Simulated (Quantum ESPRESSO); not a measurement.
**BN (Qingsongite, F-43m): the N K absorption edge**

Aim: the near-edge shape at the N K edge of BN (Qingsongite, F-43m), and what the core hole does to it.

Method: X-ray absorption near-edge structure, plane-wave PAW LDA, one-electron final states by a Lanczos continued fraction, in Quantum ESPRESSO 7.5.

**1. The structure**

Symmetry: F-43m, No. 216, cubic system. Conventional cell: a = 3.615 Å, b = 3.615 Å, c = 3.615 Å, α = 90.00°, β = 90.00°, γ = 90.00°. Nearest to N lie 4 B at 1.57 Å. Nearest to B lie 4 N at 1.57 Å. Farther neighbours and most contacts between anions are not listed.

**2. The field without a hole**

The ground state comes first: it tells whether the system has a gap, which decides how the excited electron is treated.

The PAW data sets are made with ld1.x, with reconstruction data.

Contents of scf.in:

```
&control
   calculation='scf', prefix='x', pseudo_dir='../pp', outdir='tmp', tprnfor=.true.
/
&system
   ibrav=0, nat=2, ntyp=2, nbnd=8
   ecutwfc=46, ecutrho=370
   occupations='smearing', smearing='mv', degauss=0.015
/
&electrons
   conv_thr=2.0e-08, electron_maxstep=120
   mixing_beta=0.5
/
ATOMIC_SPECIES
Na 1.0 N.lda-n-kjpaw.UPF
B 1.0 B.lda-n-kjpaw.UPF
CELL_PARAMETERS angstrom
  0.00000000 1.80750000 1.80750000
  1.80750000 0.00000000 1.80750000
  1.80750000 1.80750000 0.00000000
ATOMIC_POSITIONS crystal
Na   0.75000000 0.75000000 0.75000000
B    0.00000000 0.00000000 0.00000000
K_POINTS automatic
13 13 13 0 0 0
```

Launch:

```console
> OMP_NUM_THREADS=1 mpirun --oversubscribe --bind-to none -np 8 pw.x -nk 8 -in scf.in > scf.out
```

Log:

```text
     [... banner and references ...]
using ibrav=0 with symmetry is DISCOURAGED, use correct ibrav instead

     G-vector sticks info
     --------------------

     Using Slab Decomposition

     bravais-lattice index     =            0
     lattice parameter (alat)  =       4.8305  a.u.
     unit-cell volume          =      79.7006 (a.u.)^3
     number of atoms/cell      =            2
     number of atomic types    =            2
     number of electrons       =         8.00
     number of Kohn-Sham states=            8
     kinetic-energy cutoff     =      46.0000  Ry
     charge density cutoff     =     370.0000  Ry
     scf convergence threshold =      2.0E-08
     mixing beta               =       0.5000
     number of iterations used =            8  plain     mixing
     Exchange-correlation= SLA  PZ   NOGX NOGC
                           (   1   1   0   0   0   0   0)

     celldm(1)=   4.830501  celldm(2)=   0.000000  celldm(3)=   0.000000
     celldm(4)=   0.000000  celldm(5)=   0.000000  celldm(6)=   0.000000

     crystal axes: (cart. coord. in units of alat)
               a(1) = (   0.000000   0.707107   0.707107 )
               a(2) = (   0.707107   0.000000   0.707107 )
               a(3) = (   0.707107   0.707107   0.000000 )

     reciprocal axes: (cart. coord. in units 2 pi/alat)
               b(1) = ( -0.707107  0.707107  0.707107 )
               b(2) = (  0.707107 -0.707107  0.707107 )
               b(3) = (  0.707107  0.707107 -0.707107 )

     ../pp/N.lda-n-kjpaw.UPF
     Pseudo is Projector augmented-wave + core cor, Zval =  5.0
     Shape of augmentation charge: PSQ
     Using radial grid of 1085 points,  4 beta functions with:
                l(1) =   0
                l(2) =   0
                l(3) =   1
                l(4) =   1
     Q(r) pseudized with 0 coefficients

     ../pp/B.lda-n-kjpaw.UPF
     Pseudo is Projector augmented-wave + core cor, Zval =  3.0
     Shape of augmentation charge: PSQ
     Using radial grid of 1059 points,  4 beta functions with:
                l(1) =   0
                l(2) =   0
                l(3) =   1
                l(4) =   1
     Q(r) pseudized with 0 coefficients

     atomic species   valence    mass     pseudopotential
     Na                5.00     1.00000     N ( 1.00)
     B                 3.00     1.00000     B ( 1.00)

     24 Sym. Ops. (no inversion) found

   Cartesian axes

     site n.     atom                  positions (alat units)
         1        Na     tau(   1) = (   1.0606602   1.0606602   1.0606602  )
         2        B      tau(   2) = (   0.0000000   0.0000000   0.0000000  )

     number of k points=    84  Marzari-Vanderbilt smearing, width (Ry)=  0.0150
                       cart. coord. in units 2pi/alat
        k(    1) = (   0.0000000   0.0000000   0.0000000), wk =   0.0009103
        k(    2) = (   0.0543928   0.0543928  -0.0543928), wk =   0.0072827
        k(    3) = (   0.1087857   0.1087857  -0.1087857), wk =   0.0072827
        k(    4) = (   0.1631785   0.1631785  -0.1631785), wk =   0.0072827
        k(    5) = (   0.2175713   0.2175713  -0.2175713), wk =   0.0072827
[...]
k(   82) = (  -0.0543928  -0.4895355   0.7071068), wk =   0.0218480
        k(   83) = (   0.0000000  -0.4351426   0.6527140), wk =   0.0218480
        k(   84) = (  -0.0543928  -0.3807498   0.7071068), wk =   0.0218480

     Dense  grid:     9577 G-vectors     FFT dimensions: (  30,  30,  30)

     Smooth grid:     3383 G-vectors     FFT dimensions: (  24,  24,  24)

     Initial potential from superposition of free atoms

     starting charge       7.9998, renormalised to       8.0000
     Starting wfcs are    8 randomized atomic wfcs
     Checking if some PAW data can be deallocated...

     per-process dynamical memory:    12.2 Mb

     Self-consistent Calculation

     iteration #  1     ecut=    46.00 Ry     beta= 0.50
[...]
iteration #  6     ecut=    46.00 Ry     beta= 0.50
     Davidson diagonalization with overlap
     ethr =  6.58E-08,  avg # of iterations =  1.3

     total energy              =     -38.61203822 Ry
     estimated scf accuracy    <       0.00000005 Ry

     iteration #  7     ecut=    46.00 Ry     beta= 0.50
     Davidson diagonalization with overlap
     ethr =  6.83E-10,  avg # of iterations =  2.0

     End of self-consistent calculation

          k = 0.0000 0.0000 0.0000 (   411 PWs)   bands (ev):

    -9.1926  10.9074  10.9074  10.9074  19.6185  19.6185  19.6185  21.3119

          k = 0.0544 0.0544-0.0544 (   417 PWs)   bands (ev):

    -9.0481  10.1243  10.7501  10.7501  19.8176  19.8544  19.8544  21.7747

          k = 0.1088 0.1088-0.1088 (   414 PWs)   bands (ev):

    -8.6184   8.2671  10.3572  10.3572  20.1476  20.4231  20.4231  22.9072

          k = 0.1632 0.1632-0.1632 (   417 PWs)   bands (ev):

    -7.9190   6.0148   9.8829   9.8829  20.4726  21.0184  21.0184  24.1098

          k = 0.2176 0.2176-0.2176 (   422 PWs)   bands (ev):

    -6.9875   3.7526   9.4515   9.4515  20.7703  21.3903  21.3903  25.0301

          k = 0.2720 0.2720-0.2720 (   422 PWs)   bands (ev):

[...]
k = 0.1088-0.0000 0.0000 (   419 PWs)   bands (ev):

[...]
k =-0.2720-0.3807 0.3807 (   416 PWs)   bands (ev):

[...]
k =-0.2176-0.3264 0.3264 (   419 PWs)   bands (ev):

[...]
k =-0.1632-0.2720 0.2720 (   415 PWs)   bands (ev):

[...]
k =-0.1088-0.2176 0.2176 (   416 PWs)   bands (ev):

[...]
k =-0.0544-0.1632 0.1632 (   416 PWs)   bands (ev):

[...]
k = 0.0000-0.1088 0.1088 (   421 PWs)   bands (ev):

[...]
k = 0.2176-0.0000 0.0000 (   415 PWs)   bands (ev):

[...]
k = 0.0000-0.2176 0.2176 (   417 PWs)   bands (ev):

[...]
k = 0.3264-0.0000 0.0000 (   423 PWs)   bands (ev):

[...]
k = 0.2176 0.1088 0.0000 (   416 PWs)   bands (ev):

[...]
k = 0.3264 0.1088 0.0000 (   426 PWs)   bands (ev):

[...]
k = 0.3807 0.1632-0.0544 (   419 PWs)   bands (ev):

[...]
k = 0.4351 0.2176-0.1088 (   421 PWs)   bands (ev):

[...]
k = 0.4351 0.1088 0.0000 (   425 PWs)   bands (ev):

[...]
k = 0.4895 0.1632-0.0544 (   420 PWs)   bands (ev):

[...]
k = 0.5439 0.1088 0.0000 (   422 PWs)   bands (ev):

[...]
k = 0.0000-0.5439 0.6527 (   423 PWs)   bands (ev):

[...]
k = 0.4351 0.2176 0.0000 (   416 PWs)   bands (ev):

[...]
k =-0.0544-0.3807 0.5983 (   416 PWs)   bands (ev):

[...]
k = 0.0000-0.3264 0.5439 (   419 PWs)   bands (ev):

[...]
k =-0.0544-0.4895 0.7071 (   421 PWs)   bands (ev):

    -3.4553   2.6919   4.8348   5.0097  18.2459  22.5300  25.9410  27.8749

          k = 0.0000-0.4351 0.6527 (   417 PWs)   bands (ev):

    -3.2745   2.9899   3.7202   5.2345  19.2429  23.7780  25.2068  27.0283

          k =-0.0544-0.3807 0.7071 (   419 PWs)   bands (ev):

    -3.2896   3.0917   3.9198   4.7935  20.2444  23.8228  24.9997  26.3234

     the Fermi energy is    12.2435 ev

!    total energy              =     -38.61203823 Ry
     total all-electron energy =      -158.230284 Ry
     estimated scf accuracy    <          5.5E-09 Ry
     smearing contrib. (-TS)   =       0.00000000 Ry
     internal energy E=F+TS    =     -38.61203823 Ry

     The total energy is F=E-TS. E is the sum of the following terms:
     one-electron contribution =       4.97129507 Ry
     hartree contribution      =       3.58569242 Ry
     xc contribution           =      -8.85860361 Ry
     ewald contribution        =     -26.34078590 Ry
     one-center paw contrib.   =     -11.96963620 Ry

     convergence has been achieved in   7 iterations

     Forces acting on atoms (cartesian axes, Ry/au):

     atom    1 type  1   force =    -0.00000000    0.00000000    0.00000000
     atom    2 type  2   force =     0.00000000    0.00000000    0.00000000

     Total force =     0.000000     Total SCF correction =     0.000000

     XML data file, charge density, pseudopotentials, collected wavefunctions

=------------------------------------------------------------------------------=
   JOB DONE.
=------------------------------------------------------------------------------=
```

Wall time 1.4 s (8 MPI ranks of Arm Neoverse V2, shared host); peak memory 0.05 GiB; 10 s of CPU time.

Absorbing atoms carry a label of their own (element plus a letter or digit), as the spectrum program needs them as separate species.

The mesh shows a gap of 4.45 eV, so the hole is first treated in a charged cell, without the excited electron.

**3. Spectrum without a core hole, N atom 1**

This cheap baseline ignores the attraction of the hole: it shows the absorber's empty states as they are in the ground state.

The absorber has 4 B at 1.57 Å (tetrahedral, site symmetry -43m).

Contents of xspectra.in:

```
&input_xspectra
   calculation='xanes_dipole', edge='K'
   prefix='x', outdir='tmp', xiabs=1, xe0=13.13
   xonly_plot=.false., x_save_file='xanes.sav'
   xniter=3000, xcheck_conv=20, xerror=0.005
   xcoordcrys=.false., xepsilon(1)=1, xepsilon(2)=0, xepsilon(3)=0
/
&plot
   xnepoint=413, xemin=-10, xemax=45, terminator=.true., cut_occ_states=.true.
   xgamma=0.4
/
&pseudos
   filecore='../N.wfc'
/
&cut_occ
   cut_desmooth=0.1, cut_stepl=0.05, cut_stepu=0.05, cut_ierror=1e-5
/
11 11 11 0 0 0
```

Launch:

```console
> OMP_NUM_THREADS=1 mpirun --oversubscribe --bind-to none -np 8 xspectra.x -nk 8 -in xspectra.in > xspectra.out
```

Log:

```text
     [... banner and references ...]
Reading input_file

     calculation: xanes_dipole

     xepsilon  [cartesian coordinates]:   1.000000   0.000000   0.000000

     xonly_plot: FALSE
        => complete calculation: Lanczos + spectrum plot

     filecore (core-wavefunction file): ../N.wfc

     main plot parameters:
        cut_occ_states: TRUE
        gamma_mode:  constant
        -> using xgamma [eV]:  0.40
        xemin [eV]: -10.00
        xemax [eV]:  45.00
        xnepoint:  413
        xe0 [eV]:  13.130000 (energy zero read in input file)

[...]
Results of STEP 1 successfully written in x_save_file
     x_save_file name:
     ->  xanes.sav
     x_save_file version:  2

     ... End STEP 1 ...

     ... Begin STEP 2 ...

     The spectrum is calculated using the following parameters:
        xe0 [eV]:   13.1300
        the occupied states are elimintate from the spectrum
        xemin [eV]: -10.00
        xemax [eV]:  45.00
        xnepoint:  413
        constant broadening parameter [eV]:    0.400
        Core level energy [eV]:  -409.9
         (from electron binding energy of neutral atoms in X-ray data booklet)

     Cross-section successfully written in xanes.dat

     ... End STEP 2 ...

                                END JOB XSpectra
```

The job ended after 6.1 s (8 MPI ranks; peak memory 0.11 GiB; 48 s of CPU time).

The N K spectrum, N atom 1, no core hole (energy from the lowest empty level; intensity scaled to a mean of 1 over the first 20 eV; the points at xe0, where the cut of filled states can leave a spike, are interpolated):

| E (eV) | intensity |
| --- | --- |
| -2.0 | 0.02 |
| -1.4 | 0.03 |
| -0.8 | 0.03 |
| -0.2 | 0.04 |
| 0.4 | 0.06 |
| 1.0 | 0.09 |
| 1.6 | 0.13 |
| 2.2 | 0.20 |
| 2.8 | 0.28 |
| 3.4 | 0.42 |
| 4.0 | 0.58 |
| 4.6 | 0.85 |
| 5.2 | 0.95 |
| 5.8 | 0.84 |
| 6.4 | 1.09 |
| 7.0 | 1.21 |
| 7.6 | 1.44 |
| 8.2 | 1.78 |
| 8.8 | 1.87 |
| 9.4 | 2.03 |
| 10.0 | 2.58 |
| 10.6 | 2.54 |
| 11.2 | 1.72 |
| 11.8 | 1.58 |
| 12.4 | 1.22 |
| 13.0 | 0.92 |
| 13.6 | 1.04 |
| 14.2 | 1.32 |
| 14.8 | 1.99 |
| 15.4 | 1.77 |
| 16.0 | 1.00 |
| 16.6 | 0.52 |
| 17.2 | 0.36 |
| 17.8 | 0.35 |
| 18.4 | 0.21 |
| 19.0 | 0.17 |
| 19.6 | 0.20 |
| 20.2 | 0.27 |
| 20.8 | 0.46 |
| 21.4 | 0.67 |
| 22.0 | 0.84 |
| 22.6 | 0.72 |
| 23.2 | 0.46 |
| 23.8 | 0.51 |
| 24.4 | 0.36 |
| 25.0 | 0.28 |
| 25.6 | 0.27 |
| 26.2 | 0.18 |
| 26.8 | 0.17 |
| 27.4 | 0.16 |
| 28.0 | 0.16 |
| 28.6 | 0.18 |
| 29.2 | 0.24 |
| 29.8 | 0.20 |
| 30.4 | 0.18 |
| 31.0 | 0.12 |
| 31.6 | 0.13 |

Main maxima below 24 eV (height): 5.1 eV (0.96), 8.7 eV (1.89), 10.3 eV (2.70), 11.9 eV (1.60), 15.0 eV (2.17) and 22.1 eV (0.85). A K edge sees empty p states; a tetrahedral site has σ* states alone, so there is no π* peak.

**4. Another broadening**

The final state's lifetime shortens with energy, so measured features broaden above the edge; the saved Lanczos coefficients are redrawn with a width that grows.

Contents of xspectra_plot.in:

```
&input_xspectra
   calculation='xanes_dipole', edge='K'
   prefix='x', outdir='tmp', xiabs=1, xe0=13.13
   xonly_plot=.true., x_save_file='xanes.sav'
   xniter=3000, xcheck_conv=20, xerror=0.005
   xcoordcrys=.false., xepsilon(1)=1, xepsilon(2)=0, xepsilon(3)=0
/
&plot
   xnepoint=413, xemin=-10, xemax=45, terminator=.true., cut_occ_states=.true.
   gamma_mode='variable', gamma_energy(1)=4, gamma_energy(2)=25, gamma_value(1)=0.3, gamma_value(2)=2.5
/
&pseudos
   filecore='../N.wfc'
/
&cut_occ
   cut_desmooth=0.1, cut_stepl=0.05, cut_stepu=0.05, cut_ierror=1e-5
/
11 11 11 0 0 0
```

Launch:

```console
> OMP_NUM_THREADS=1 xspectra.x -in xspectra_plot.in > xspectra_plot.out
```

Log:

```text
     [... banner and references ...]
Reading input_file
     -------------------------------------------------------------------------

     calculation: xanes_dipole

     xonly_plot: TRUE
        => only the spectrum plot

     main plot parameters:
        cut_occ_states: TRUE
        gamma_mode:  variable
        -> first, constant up to point ( 4.00, 0.30) [eV]
        -> then, linear up to point (25.00, 2.50) [eV]
        -> finally, constant up to xemax
        xemin [eV]: -10.00
        xemax [eV]:  45.00
        xnepoint:  413
[...]
xemin [eV]: -10.00
        xemax [eV]:  45.00
        xnepoint:  413
        energy-dependent broadening parameter:
         -> first, constant up to point ( 4.00, 0.30) [eV]
         -> then, linear up to point (25.00, 2.50) [eV]
         -> finally, constant up to xemax
        Core level energy [eV]:  -409.9
         (from electron binding energy of neutral atoms in X-ray data booklet)

     Cross-section successfully written in xanes.dat

     -------------------------------------------------------------------------
                                END JOB XSpectra
     -------------------------------------------------------------------------
[key lines of the parts left out:]
Fermi level [eV]:  10.9074
```

It took 7.8 s on 1 MPI rank; peak memory 0.13 GiB.

With a Lorentzian half width 0.3 eV up to 4 eV, rising linearly to 2.5 eV at 25 eV (counted from xe0, 2.2 eV below the zero used here), the maxima are 10.1 eV (2.03), 14.5 eV (1.28) and 21.7 eV (0.54).

**5. Reference energy of the supercell**

The photon energy needs a difference of total energies, so the cell and mesh of the coming hole run are first run without a hole.

Contents of scf.in:

```
&control
   calculation='scf', prefix='x', pseudo_dir='../pp', outdir='tmp', tprnfor=.true.
/
&system
   ibrav=0, nat=16, ntyp=2, nbnd=36
   ecutwfc=46, ecutrho=370
   occupations='fixed'
/
&electrons
   conv_thr=1.6e-07, electron_maxstep=120
   mixing_beta=0.5
/
ATOMIC_SPECIES
N 1.0 N.lda-n-kjpaw.UPF
B 1.0 B.lda-n-kjpaw.UPF
CELL_PARAMETERS angstrom
  0.00000000 3.61500000 3.61500000
  3.61500000 0.00000000 3.61500000
  3.61500000 3.61500000 0.00000000
ATOMIC_POSITIONS crystal
N    0.37500000 0.37500000 0.37500000
N    0.37500000 0.37500000 0.87500000
N    0.37500000 0.87500000 0.37500000
N    0.87500000 0.37500000 0.37500000
N    0.37500000 0.87500000 0.87500000
N    0.87500000 0.37500000 0.87500000
N    0.87500000 0.87500000 0.37500000
N    0.87500000 0.87500000 0.87500000
B    0.00000000 0.00000000 0.00000000
B    0.00000000 0.00000000 0.50000000
B    0.00000000 0.50000000 0.00000000
B    0.50000000 0.00000000 0.00000000
B    0.00000000 0.50000000 0.50000000
B    0.50000000 0.00000000 0.50000000
B    0.50000000 0.50000000 0.00000000
B    0.50000000 0.50000000 0.50000000
K_POINTS automatic
4 4 4 0 0 0
```

Launch:

```console
> OMP_NUM_THREADS=1 mpirun --oversubscribe --bind-to none -np 8 pw.x -nk 8 -in scf.in > scf.out
```

Log:

```text
     [... banner and references ...]
[banner, memory and clock lines left out]
Found identity + (  0.0000  0.0000 -0.5000) symmetry
     This is a supercell, fractional translations are disabled
     using ibrav=0 with symmetry is DISCOURAGED, use correct ibrav instead

     G-vector sticks info

     bravais-lattice index     =            0
     lattice parameter (alat)  =       9.6610  a.u.
     unit-cell volume          =     637.6047 (a.u.)^3
     number of atoms/cell      =           16
[...]
atom    2 type  1   force =     0.00000010    0.00000010   -0.00000010
     atom    3 type  1   force =     0.00000010   -0.00000010    0.00000010
[...]
atom   15 type  2   force =     0.00000000    0.00000000   -0.00000014
     atom   16 type  2   force =     0.00000000    0.00000000    0.00000000

     Total force =     0.000001     Total SCF correction =     0.000004
     SCF correction compared to forces is large: reduce conv_thr to get better values

     XML data file, charge density, pseudopotentials, collected wavefunctions
[key lines of the parts left out:]
!    total energy              =    -308.89615751 Ry
convergence has been achieved in  10 iterations
```

Elapsed: 4.6 s, on 8 MPI ranks; peak memory 0.1 GiB; 36 s of CPU time.

Reference energy: -17222.659 eV with the cores included.

(Continued in part 2 of 3.)

[Banner, clock and machine lines of the logs are left out without a mark of their own.]

[Logs are printed without paths, hosts, clocks, repeated set-up lines and the standing remarks that a program may print on its own settings, such as how far it seeks lower states.]

[Hosts, paths, dates, database ids (printed as entryN), source tags and the programs' standing remarks are cut or masked in the printed files.]

[Lists of maxima count a maximum above −3 eV only where it reaches 4 % of the highest in the window and stands out from its surroundings by 2 % of it (1.5 % where it reaches 55 %); shoulders and weaker maxima are passed over, and of the rest the first, up to two pre-edge ones and the few strongest are named.]
